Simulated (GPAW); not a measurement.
Records of electronic-structure calculations.

```xyz
8
Lattice="-2.274 2.274 4.531 2.274 -2.274 4.531 2.274 2.274 -4.531" Properties=species:S:1:pos:R:3 pbc="T T T" subject="Al3InN4 (ordered alloy, started on the zincblende lattice) (I-42m): G0W0 with GPAW, start to end" method="DFT, PBE, plane waves, PAW (and 1 further level or step)" program="GPAW 26.7.0" settings_of_one_run="cutoff 700 eV, GPAW PAW setups 1.2.1 data release, 6×6×6 k-mesh" cost="5 runs, 5.4 min in all on 8 MPI ranks of Arm Neoverse V1, shared host (the runs of this entry)" notes="The structure was built from a prototype and need not be the compound’s stable phase. The start is a generated structure, not a measured one. The structure type comes from a generator and need not be one that this composition takes. Limits: no spin-orbit coupling. Bands and cutoff are finite, so the gap is not at the basis limit. The miss can reach some tenths of an eV and take either sign; the mesh is an error of its own." pbe_gap="2.40 eV, direct" g0w0_gap_on_the_mesh="3.38 eV" gw_settings="4×4×4 mesh, 70 bands, screening to 48 eV, Godby-Needs plasmon pole" known_limits="not at the basis limit; no spin-orbit coupling"
Al    0.000    2.274    2.266
N     1.031   -1.031    3.309
Al    0.000    0.000    4.531
N     1.031    1.031    5.754
Al    2.274    0.000    2.266
N    -1.031    1.031    3.309
In    0.000    0.000    0.000
N     1.243    1.243    1.223
```

```xyz
8
Lattice="-2.274 2.274 4.531 2.274 -2.274 4.531 2.274 2.274 -4.531" Properties=species:S:1:pos:R:3 pbc="T T T" subject="Quasiparticle gap of Al3InN4 (ordered alloy, started on the zincblende lattice) (I-42m) in GPAW" method="DFT, PBE, plane waves, PAW (and 1 further level or step)" program="GPAW 26.7.0" settings_of_one_run="cutoff 600 eV, GPAW PAW setups 1.2.1 data release, 4×4×4 k-mesh, nbands 63" cost="3 runs, 68 s in all on 8 MPI ranks of Arm Neoverse V1, shared host (the runs of this entry)" notes="The structure was built from a prototype and need not be the compound’s stable phase. The structure was relaxed with PBE. The structure type comes from a generator and need not be one that this composition takes. Limits: no spin-orbit coupling. Bands and cutoff are finite, so the gap is not at the basis limit. The miss can reach some tenths of an eV and take either sign; the mesh is an error of its own." pbe_gap="2.40 eV, direct" g0w0_gap_on_the_mesh="3.42 eV" gw_settings="4×4×4 mesh, 53 bands, screening to 40 eV, Godby-Needs plasmon pole" known_limits="not at the basis limit; no spin-orbit coupling"
Al    0.000    2.274    2.266
N     1.031   -1.031    3.309
Al    2.274    2.274    0.000
N     1.031    1.031    5.754
Al    2.274    0.000    2.266
N    -1.031    1.031    3.309
In    0.000    0.000    0.000
N     1.243    1.243    1.223
```

[Paths, hosts, dates, memory and timing lines, banners, echoed tables and standing remarks are left out of the program output.]

[Logs are printed without paths, hosts, clocks, repeated set-up lines and the standing remarks that a program may print on its own settings, such as how far it seeks lower states.]

[Runs of the session that timed out or met a known fault of the program may be left out.]

[Hosts, paths, dates, database ids (printed as entryN), source tags and the programs' standing remarks are cut or masked in the printed files.]
